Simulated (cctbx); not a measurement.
## Lattice, Laue class and space group of a new crystal

Cell: a = 14.6440 Å, b = 8.1000 Å, c = 8.3250 Å, α = 90.00°, β = 123.91°, γ = 90.00°. Expected content of the cell: I12 Ru4 S4 Li8.

Simulated single-crystal data (cctbx): Mo Kα, λ = 0.71073 Å, to d = 0.84 Å, 50 % of the full sphere, strongest reflection 40000 counts, noise from counting, a 6 % proportional error and a noise floor of 2 counts (s.d.); no absorption, some extinction.

Tests on the unmerged data give:

```text
2899 reflections to d = 0.840 A
centring   violations  <I/sigma> of those
    A        640 of  1449      5.8
    B        640 of  1436      5.8
    C          0 of  1461      0.0
    I        645 of  1409      6.1
    R        864 of  1928      6.0
    F        640 of  2173      3.9
Laue class    unique    Rint  (classes that these axes allow; Friedel mates merged)
C 1 2/m 1         709   0.033
space group    extra absences  I>4sigma  <I/sigma>
C 1 2 1                 0          0         -  acentric
C 1 m 1                 0          0         -  acentric
C 1 2/m 1               0          0         -  centric
Wilson B = 0.37 A^2   <|E^2-1|> = 1.008 (0.968 centric, 0.736 acentric)   E^2>4: 6.4 %
shell (A)         n   <I/sigma>
 6.91 - 1.67     94     16.6
 1.67 - 1.33     92     16.6
 1.33 - 1.16     90     15.9
 1.16 - 1.06     86     16.8
 1.06 - 0.98    101     16.2
 0.98 - 0.92     78     15.6
 0.92 - 0.88     91     15.9
 0.88 - 0.84     77     14.0
```

Q: Read the symmetry from these tables.

The reflections that C centring forbids are absent (⟨I/σ⟩ near 0), so the lattice is C.

Only C 1 2/m 1 fits these axes (Rint 0.033); a search for a hidden higher lattice was not made.

3 settings pass the absence test. No glide or screw absences show, which leaves C 1 2 1, C 1 m 1 and C 1 2/m 1.

⟨|E²−1|⟩ = 1.008 leans to a centrosymmetric structure. The Wilson B of 0.37 Å² means U ≈ 0.0047 Å².

The true group is C2/m (no. 12), Laue class 2/m, centrosymmetric. The tables only narrow the choice to the tied entries; cell content, site symmetry and trial solutions must settle it.

The model was made for the exercise: a known structure type with other elements put in, its volume estimated, not relaxed; displacement parameters are assumed.

[Logs are printed without paths, hosts, clocks, repeated set-up lines and the standing remarks that a program may print on its own settings, such as how far it seeks lower states.]
